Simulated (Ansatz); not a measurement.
MgB2 (P6/mmm): the Drude term of Re ε in the infrared

Re ε of MgB2 (P6/mmm) along x at low photon energies is read from one computed spectrum; the carriers' damping was typed as γ = 0.05 eV. x, y and z are the Cartesian axes of the input cell.

The structure is hexagonal, space group P6/mmm (No. 191). Conventional cell: a = 3.085 Å, b = 3.085 Å, c = 3.523 Å, α = 90.00°, β = 90.00°, γ = 120.00°. Around Mg on site a lie 12 B at 2.51 Å. Around B on site d lie 3 B at 1.78 Å.

Method: Ansatz 0.2.0, PBE, independent particles, k-mesh 15×15×11 with interpolation inside its cells, Gaussian parameter 0.1 eV.

Launch of the response step: `ansatz run input.yaml --threads 4 --pin off --max-ram 8192MiB --backend cpu --events-out ev --progress --plain --runs-dir out`. The run took 75 s, on 4 threads of Intel(R) Xeon(R) Processor @ 2.50GHz (Skylake/Cascade Lake), on a shared host.

| photon energy E (eV) | wavelength (µm) | Re ε |
| --- | --- | --- |
| 0.25 | 4.96 | -738.1 |
| 0.30 | 4.13 | -517.3 |
| 0.35 | 3.54 | -387.8 |
| 0.40 | 3.10 | ? |
| 0.50 | 2.48 | -204.2 |
| 0.60 | 2.07 | -140.4 |
| 0.70 | 1.77 | -99.6 |

A Drude term over a constant background gives Re ε = ε_b − ωp²/(E² + γ²), linear in 1/(E² + γ²).

Working, on the rows shown:

| x = 1/(E² + γ²) (eV⁻²) | y = Re ε |
| --- | --- |
| 15.3846 | -738.1 |
| 10.8108 | -517.3 |
| 8 | -387.8 |
| 3.9604 | -204.2 |
| 2.75862 | -140.4 |
| 2.03046 | -99.6 |

Means: x̄ = 7.1575, ȳ = -347.9. Σ(x − x̄)(y − ȳ) = -6508, Σ(x − x̄)² = 137.6. Slope = -6508 / 137.6 = -47.3; intercept = ȳ − slope · x̄ = -9.3792. The line misses the rows shown by at most 7.5.

**Question.** Predict the last column of the withheld row from the fit.

**Answer.** At x = 6.1538 the line gives y = -300.43. The run gave -305.8, so the interpolation is off by 5.4, 0.8 % of the range in the table.

Refitted with all rows, the slope is -47.26 and the intercept -10.38. These give ωp = √(−slope) = 6.87 eV, against 7.09 eV from the program's Fermi-surface sum, and an intercept of -10.4. Taking the program's Drude term off the rows leaves 35 at the lowest energy and 2 at the highest, so the background isn't constant: interband transitions lie in or near the window, and neither fitted number can be trusted. The values come from a sum over the points of one k-mesh and carry its error, which is largest for Fermi-surface quantities.
